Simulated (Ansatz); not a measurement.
Rows from a G0W0 calculation on CsPbBr3 (Pm-3m) (Ansatz 0.2.0; G0W0 on PBE, plane waves, PAW; PAW set soft_1; 2×2×2 mesh, 168 empty bands, screening to 150 eV, PAW set soft_1 files), in eV. Spin-orbit coupling is left out.

| row | k | band | start | Σx | Σc at the solution | Vxc |
| --- | --- | --- | --- | --- | --- | --- |
| A | (-0.500, -0.500, -0.500) | v1 | 3.330 | -19.814 | 1.938 | -17.547 |
| B | (-0.500, -0.500, -0.500) | v2 | 1.939 | -19.560 | 3.162 | -15.694 |
| C | (-0.500, -0.500, -0.500) | c1 | 4.953 | -7.618 | -3.356 | -11.549 |

**Question.** Work out each quasiparticle level and how far it moved.

The quasiparticle equation reads E = start + Σx + Σc(E) − Vxc.

| row | E (eV) | shift (eV) |
| --- | --- | --- |
| A | 3.001 | −0.330 |
| B | 1.235 | −0.704 |
| C | 5.528 | +0.575 |

The gap over the computed points goes from 1.62 eV to 2.53 eV.

Limits: not at the basis limit; no spin-orbit coupling; coarse k mesh.

[Runs of the session that timed out or met a known fault of the program may be left out.]

[Cells called generated may have been cut or substituted from an entry of the Crystallography Open Database or the Materials Project.]

[Hosts, paths, dates, database ids (printed as entryN), source tags and the programs' standing remarks are cut or masked in the printed files.]
